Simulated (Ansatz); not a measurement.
**ScCd (Pm-3m): phonons and vibrational spectra**

Wanted: vibrations and spectra of ScCd (Pm-3m); the cell is already relaxed. After the zone centre comes a 4×4×4 q mesh on a 12×12×12 k mesh.

Calculated with Ansatz 0.2.0; DFT PBEsol, scalar-relativistic, plane waves, PAW; PAW set soft_1.

## (1) The structure

It takes space group Pm-3m (No. 221, cubic). The conventional cell has a = 3.485 Å, b = 3.485 Å, c = 3.485 Å, α = 90.00°, β = 90.00°, γ = 90.00°. Sc has 8 Cd at 3.02 Å nearest. Cd has 8 Sc at 3.02 Å nearest. Farther neighbours are not listed.

## (2) Linear response at the zone centre

The cell comes from relaxations at this level that are not shown. The zone centre comes first: it holds the modes that light can see, as far as symmetry allows. No field response is asked, since the mesh shows no gap.

Contents of input.yaml:

```yaml
crystal:
  lattice:
    - [3.485384078, 0.0, 0.0]
    - [0.0, 3.485384078, 0.0]
    - [0.0, 0.0, 3.485384078]
  atoms:
    - { symbol: Sc, position: [0.5, 0.5, 0.5] }
    - { symbol: Cd, position: [0.0, 0.0, 0.0] }
kpoints:
  mp_grid: { grid: [12, 12, 12] }
hamiltonian:
  xc: pbesol
  pseudopotentials: { kind: paw, azcp: { folder: soft_1 }, xc_functional: pbe }
scf:
  occupations: { method: methfessel_paxton, width: 0.2 }
output:
  eigenvalues: true
phonons:
  method: dfpt
```

Run with:

```bash
$ ansatz run input.yaml --threads 4 --pin off --max-ram 10240MiB --backend cpu --events-out ev --progress --plain --runs-dir out
```

Numbers of over 12 decimals in the logs are rounded to 6 here.

The log of the run:

```text
Engine: ansatz 0.2.0, aarch64-unknown-linux-gnu
Pseudopotentials: kind: paw
Pseudopotential: Sc, paw, valence charge 11, recommended cutoff 420 eV (normal), soft_1/Sc.paw.azcp
Pseudopotential: Cd, paw, valence charge 20, recommended cutoff 420 eV (normal), soft_1/Cd.paw.azcp
Functional definition: PBEsol
  exchange = pbesol_x
  correlation = pbesol_c
Crystal: 2 atoms, lattice volume = 42.340 Å³
Basis set: ecut = 420 eV, 799 PW (Γ), exchange–correlation on 48×48×48 points (8 copies of the dense FFT grid, shifted against one another)
Bands: 20, of which v1, the nominal top of the filled ones, is band 16 counted from 1 (15 counted from 0)
Symmetry: 48 space group operations
k-points: 196 of 1728 (irreducible under 8 space group operations, time reversal used)
Non-local potential: Sc, projectors of the file, l = 0: 3, l = 1: 2, l = 2: 3, l = 3: 1
Non-local potential: Cd, projectors of the file, l = 0: 3, l = 1: 2, l = 2: 2, l = 3: 1
PAW form: soft (Blöchl's): semilocal exchange-correlation on the pseudo side does not see the compensation charge
PAW frozen core: Sc, regenerated for the run's functional, and the local potential with it (the file was generated under x = pbe(κ = 0.804, μ = 0.219515), c = pbe(β = 0.066725))
PAW frozen core: Cd, regenerated for the run's functional, and the local potential with it (the file was generated under x = pbe(κ = 0.804, μ = 0.219515), c = pbe(β = 0.066725))
PAW one-centre angular grid: Sc, 590 points (default); XC on 64 Gauss nodes
PAW one-centre angular grid: Cd, 590 points (default); XC on 64 Gauss nodes
Initial density: superposition of atomic densities (chi_scale 0.1, normalization cell, long waves kept (reshape's long-wave potential 0.00 eV rms))
Initial wavefunctions: pseudopotential atomic-orbital guess
Functional: x = pbesol(κ = 0.804, μ = 0.123457), c = pbesol(β = 0.046)
SCF iter   1: F=—  HF=-10296.930198 eV  |F-HF|=—  |Δ(HF+E_count)|=         —  Δρ=6.80e-2  dr2=2.70e0  ethr=3.10e-3  ⟨swp⟩=4.0  Hψ=14041  notcnv=0
preconditioner: auto → Kerker (q_TF=auto, 2.590 Å⁻¹)  [metal: Δε(μ)=0.007 eV  Ē_g=6.882 eV  σ=0.200 eV  W_gap=0.03  n_scr=18 (ndim 8)  ℏωp=22.1 eV  f_vac=0.000  D(μ)=3.88/eV (n_scr^D=56)]
SCF iter   2: F=—  HF=-10296.272257 eV  |F-HF|=—  |Δ(HF+E_count)|=   6.58e-1  S|Δr|=    0.00e0  Δρ=2.16e-2  dr2=2.86e-1  ethr=3.10e-3  ⟨swp⟩=2.0  Hψ=7869  notcnv=0
SCF iter   3: F=—  HF=-10296.180895 eV  |F-HF|=—  |Δ(HF+E_count)|=   9.14e-2  S|Δr|=    0.00e0  Δρ=1.06e-2  dr2=6.52e-2  ethr=9.24e-4  ⟨swp⟩=1.7  Hψ=5601  notcnv=0
SCF iter   4: F=—  HF=-10296.161342 eV  |F-HF|=—  |Δ(HF+E_count)|=   1.96e-2  S|Δr|=    0.00e0  Δρ=2.77e-3  dr2=1.81e-3  ethr=2.10e-4  ⟨swp⟩=2.0  Hψ=5335  notcnv=0
SCF iter   5: F=—  HF=-10296.161424 eV  |F-HF|=—  |Δ(HF+E_count)|=   8.17e-5  S|Δr|=    0.00e0  Δρ=3.97e-4  dr2=4.79e-5  ethr=5.84e-6  ⟨swp⟩=2.2  Hψ=7525  notcnv=0
SCF iter   6: F=—  HF=-10296.161428 eV  |F-HF|=—  |Δ(HF+E_count)|=   4.16e-6  S|Δr|=    0.00e0  Δρ=1.25e-4  dr2=5.00e-6  ethr=1.54e-7  ⟨swp⟩=2.1  Hψ=6466  notcnv=0
SCF iter   7: F=—  HF=-10296.161429 eV  |F-HF|=—  |Δ(HF+E_count)|=   1.01e-6  S|Δr|=    0.00e0  Δρ=2.15e-5  dr2=2.17e-7  ethr=1.61e-8  ⟨swp⟩=1.7  Hψ=4235  notcnv=0
SCF iter   8: F=—  HF=-10296.161426 eV  |F-HF|=—  |Δ(HF+E_count)|=   3.55e-6  S|Δr|=    0.00e0  Δρ=5.88e-6  dr2=1.34e-8  ethr=7.01e-10  ⟨swp⟩=2.1  Hψ=5241  notcnv=0
SCF iter   9: F=—  HF=-10296.161426 eV  |F-HF|=—  |Δ(HF+E_count)|=   1.35e-9  S|Δr|=    0.00e0  Δρ=1.04e-6  dr2=3.70e-10  ethr=4.33e-11  ⟨swp⟩=2.1  Hψ=5312  notcnv=0
SCF iter  10: F=—  HF=-10296.161426 eV  |F-HF|=—  |Δ(HF+E_count)|=  3.82e-11  S|Δr|=    0.00e0  Δρ=1.79e-7  dr2=1.49e-11  ethr=1.19e-12  ⟨swp⟩=2.1  Hψ=6185  notcnv=0
SCF iter  11: F=-10296.161426 eV  HF=-10296.161426 eV  |F-HF|=1.82e-12  |Δ(HF+E_count)|=    0.00e0  S|Δr|=    0.00e0  Δρ=4.46e-8  dr2=8.09e-13  ethr=1.00e-12  ⟨swp⟩=4.6  Hψ=13075  notcnv=0
SCF 1 converged in 11 iterations: F = -10296.161426 eV  dr2 = 8.09e-13
  greatest PAW one-centre occupation: 1.000 electrons in one spin orbital (limit 2), on the Cd atom at site 1 (counted from 0), in its partial waves of l = 0
DFPT response loops at Γ: preconditioner auto → Kerker (q_TF=auto, 2.590 Å⁻¹) (partly filled bands, converged f_vac=0.000); β = 1.00, the filter's whole step (`scf.mixing.beta` (0.50) is not read by the response loops under this deck's `scf.mixing.preconditioner`; to damp them name `kerker` or `kerker_dos`, under which they read `scf.mixing.beta`, and type it under 1.00, their step now; both keys bind the ground state too); Broyden in place of MSR1
SCF converged after 11 iterations
Stability not checked: this state was not tested for a lower state beside it, because cold or Methfessel-Paxton smearing, or corrected tetrahedra, fill the levels in a way that the test cannot read (fill_not_monotonic; see scf.lower_state_search)
Free energy (F): -10296.161426 eV
Harris-Foulkes:  -10296.161426 eV  (|F-HF|=1.82e-12)
Internal energy: -10296.160188 eV  (E = F + TS)
E sigma→0 (E₀):  -10296.161116 eV
Entropy (-TS):   -0.001237 eV (-0.619 meV/atom)
Fermi energy:    12.873520 eV
--- Per-component energies (eV) ---
  E_band       = -555.302217
  E_kinetic    = 647.605019
  E_local      = -3939.862245  (includes V_loc(G=0)·N_el)
  E_nonlocal   = 263.425287
  E_hartree    = 1749.759342
  E_xc         = -242.073465
  E_vxc        = -302.759624  (∫ρ·V_xc dr)
  E_paw        = -4992.981558  (= ΣΔE_a)
  E_vpaw       = -723.229650  (= ΣTr[D̂ρ^β])
  E_aug_tail   = 0.000349  (compensation charges beyond the density's cutoff)
  E_ewald      = -3782.503903
  E_core_change = 0.470986  (= ΣΔE_core)
  E_smearing   = -0.001237  (= −TS)
  E_closure    = 0.000000  (closes the sum)
  Σ components = -10296.161426   (vs F -10296.161426, Δ=0.00e0)
--- Band table (eV; the first three rows and the last of 196) ---
  k-point 0: bands = [... 12 lower, 4.4823, 5.3858, 13.0381, 13.0381, 15.3965, 15.3965, 15.3965, 17.9343]
  k-point 1: bands = [... 12 lower, 4.4850, 5.4856, 12.9997, 13.0371, 15.2117, 15.2117, 15.3900, 17.4677]
  k-point 2: bands = [... 12 lower, 4.4926, 5.7866, 12.7918, 13.0344, 14.8235, 14.8235, 15.3723, 16.6163]
  k-point 195: bands = [... 12 lower, 4.7946, 11.2938, 11.2938, 11.2938, 14.2316, 16.0365, 16.0365, 17.5685]
--- Phonons (Γ-DFPT): 2 representative perturbations + reference, on 196 of 1728 k-points (Σ response iterations 6) ---
  k mesh reduced under 8 symmetry operations, with k and −k counted as one. Each operation leaves every solved perturbation unchanged. A smaller set is not used because it would not reduce the number of displacements times k-points to solve
  ASR residual: 2.925e-5 → 0.000e0 eV/Å²; symmetrization residual: 5.524e-6 eV/Å²
  ASR residual per site (eV/Å²): 2.93e-5 1.43e-5
  Γ frequencies (cm⁻¹): 0.00 0.00 0.00 176.50 176.50 176.50
  non-analytic LO–TO correction: not included (Born effective charges unavailable; polar crystals: no LO–TO splitting at Γ)
```

The job ended after 12 s (4 threads of Arm Neoverse V1, shared host; peak memory 0.76 GiB).

Numbers from this step:

```yaml
volume_per_atom: 21.17 Å³
gap_on_the_k_mesh: 0 eV
sum_rule_residual_before_enforcement: 2.93e-5 eV/Å²
point_group: m-3m
highest_optical_mode_at_the_zone_centre_no_lo_to_term: 176.5 cm⁻¹
lowest_optical_zone_centre_mode: 176.5 cm⁻¹
```

Patterns of degenerate modes are one choice out of their space. Modes at Γ, with each element's share of the kinetic energy:

```
mode  frequency (cm⁻¹)  symmetry  Sc %  Cd %
   1               0.0  acoustic    29    71
   2               0.0  acoustic    29    71
   3               0.0  acoustic    29    71
   4             176.5       T1u    71    29
   5             176.5       T1u    71    29
   6             176.5       T1u    71    29
```

Displacements in mode 4 (176.5 cm⁻¹), the largest set to 1:
```
Sc1  0.00  0.33  1.00
Cd2  0.00 -0.13 -0.40
```

Before it was imposed, the acoustic sum rule was missed by 2.9e-5 eV/Å². Small misses are needed for a sound result but don't prove that mesh and cutoff are converged. The lowest optical mode is real, 176 cm⁻¹.

[end of part 1 of 2]

[Logs are printed without paths, hosts, clocks, repeated set-up lines and the standing remarks that a program may print on its own settings, such as how far it seeks lower states.]

[Hosts, paths, dates, database ids (printed as entryN), source tags and the programs' standing remarks are cut or masked in the printed files.]
